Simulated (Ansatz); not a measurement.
Two G0W0 runs on MoS2/MoSSe (van der Waals superlattice) (P3m1).

The structure was built from a prototype and need not be the compound's stable phase.

```xyz
6
Lattice="3.1445 0.0000 0.0000 -1.5722 2.7232 0.0000 0.0000 0.0000 11.7798" Properties=species:S:1:pos:R:3 pbc="T T T"
Mo    0.0000    1.8155    2.8757
S     1.5722    0.9077    4.4242
S     1.5722    0.9077    1.3240
Mo    0.0000    0.0000    8.9172
S     0.0000    1.8155   10.4523
Se    0.0000    1.8155    7.2050
```

The structure was relaxed with PBEsol-D3(BJ). The runs that relaxed it are not among those shown.

The first (Ansatz 0.2.0; start PBEsol, 9×9×2 mesh, 420 empty bands, screening to 150 eV, PAW set soft_1 files; 1 × NVIDIA H100 80GB HBM3 (shared by 6 runs) with 2 threads of AMD EPYC 7R13 (Zen 3), shared host) gave, on its mesh: starting gap 0.54 eV, G0W0 gap 0.93 eV, RPA ε∞ (mean) 14.13, 2.1 min.

The second changes empty bands from 420 to 106 and screening cutoff (eV) from 150.0 to 60. What does it give?

It gave: starting gap 0.54 eV, G0W0 gap 0.83 eV, RPA ε∞ (mean) 14.59, 29 s. The G0W0 gap moves by −0.10 eV, +0.00 eV from the start and −0.10 eV from the correction. Σc changes by +0.56 eV at the valence top and +0.47 eV at the conduction bottom, and Σx − Vxc between them by +0.00 eV.

Limits: not at the basis limit; no spin-orbit coupling; coarse k mesh.

[Paths, hosts, dates, memory and timing lines, banners, echoed tables and standing remarks are left out of the program output.]

[Logs are printed without paths, hosts, clocks, repeated set-up lines and the standing remarks that a program may print on its own settings, such as how far it seeks lower states.]

[Runs of the session that timed out or met a known fault of the program may be left out.]

[Cells called generated may have been cut or substituted from an entry of the Crystallography Open Database or the Materials Project.]

[Hosts, paths, dates, database ids (printed as entryN), source tags and the programs' standing remarks are cut or masked in the printed files.]
